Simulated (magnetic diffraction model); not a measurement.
**Na8MnS6 below its ordering temperature**

Space group R-3 (no. 148), a = 7.0370 Å, c = 18.8000 Å.

```
site  atom       x       y       z
  3a    Mn       0       0       0
 18f     S  0.2944  0.9886  0.0771
 18f    Na  0.3004  0.9692  0.2152
  6c    Na     1/3     2/3  0.3249
```

This is a made-up structure (elements placed in a structure type, unrelaxed), so the numbers test the method and describe no known phase.

Only Mn is taken to order (form factors of Mn4+); orders and moment sizes are assumed, and not adapted to the symmetry. Radiation: neutrons of λ = 1.909 Å, 8° to 50°; isotropic B of 0.89 Å² (Mn), 0.81 Å² (S) and 0.89 Å² (Na). Simulated constant-wavelength pattern: nuclear and magnetic terms add, the magnetic one as |2.695 fm × Σ f S⊥ exp(2πi Q·r) exp(−B s²)|², summed over all Q at one angle with the factor 1/(sin²θ cos θ). For collinear order S is the moment m, which repeats by lattice and centring translations R with the sign exp(−2πi k·R). Free-ion form factors, Sears's scattering lengths of 1992, no absorption; a label names one of the reflections at its angle. The strongest nuclear line in the range is 100, and lines under 0.2 are left out.

Above the ordering temperature:

```csv
2θ (°),index,I
17.52,(0 0 3),11.7
18.95,(1 0 1),28.7
21.52,(0 1 2),11.0
29.72,(1 0 4),11.4
31.48,(1 1 0),41.2
34.71,(0 1 5),3.4
35.47,(0 0 6),17.4
36.25,(1 1 3),21.8
37.00,(0 2 1),5.2
38.45,(2 0 2),10.4
43.84,(0 2 4),12.4
45.71,(1 0 7),14.1
47.56,(2 0 5),6.1
48.15,(1 1 6),100.0
49.35,(2 1 1),22.6
```

Below it (cell unchanged):

```csv
2θ (°),I
9.44,9.3
17.15,6.5
17.52,11.7
17.90,12.2
18.95,28.7
21.52,11.0
22.39,4.0
24.10,3.6
28.12,3.2
28.60,1.6
29.72,11.4
30.82,3.9
31.48,41.2
31.68,2.7
32.94,2.5
33.72,1.6
34.71,3.4
35.47,17.4
36.07,2.1
36.25,21.8
37.00,5.2
38.26,1.5
38.45,10.4
38.98,1.8
39.65,1.0
40.03,0.7
40.70,1.6
42.72,0.7
43.04,1.9
43.84,12.4
45.27,0.7
45.71,14.1
45.87,1.2
46.80,1.1
47.56,6.1
47.69,1.2
```
(The table stops after 36 lines; 3 more lie at higher angle.)

**Question.** Check that the new lines index with k = (1/2 0 1/2), then choose among these models:
A. collinear moments along [120], 2.51 μB on Mn
B. collinear moments along [100], 2.51 μB on Mn
C. collinear moments along [101], 2.51 μB on Mn

The new lines index as (1/2 0 1/2) at 9.44°, (1/2 0 -5/2) at 17.15°, (1/2 -1 3/2) at 17.90° and (1/2 0 7/2) at 22.39°, that is as H ± k with k = (1/2 0 1/2), one of 3 inequivalent arms of its star (k and −k counted as one), which a powder can't tell apart. Half indices mean that the moments reverse under translations with k·R a half-integer, and the magnetic cell has twice the primitive volume.

Magnetic intensity, observed (below minus above) and for each model:

| 2θ (°) | index | observed | A | B | C |
| --- | --- | --- | --- | --- | --- |
| 9.44 | (1/2 0 1/2) | 9.3 | 22.4 | 9.3 | 19.3 |
| 17.15 | (1/2 0 -5/2) | 6.5 | 7.7 | 6.5 | 4.9 |
| 17.90 | (1/2 -1 3/2) | 12.2 | 6.5 | 12.2 | 11.5 |
| 22.39 | (1/2 0 7/2) | 4.0 | 4.4 | 4.0 | <0.2 |
| 24.10 | (1/2 1 -1/2) | 3.6 | 4.2 | 3.6 | 7.5 |
| 28.60 | (3/2 0 3/2) | 1.6 | 3.9 | 1.6 | 4.2 |
| 30.82 | (1/2 -1 9/2) | 3.9 | 3.4 | 3.9 | 1.4 |
| 32.94 | (3/2 -2 1/2) | 2.5 | 1.0 | 2.5 | 3.4 |

Model B matches.

The structure used: k = (1/2 0 1/2), collinear moments along [100], 2.51 μB on Mn.

[Logs are printed without paths, hosts, clocks, repeated set-up lines and the standing remarks that a program may print on its own settings, such as how far it seeks lower states.]
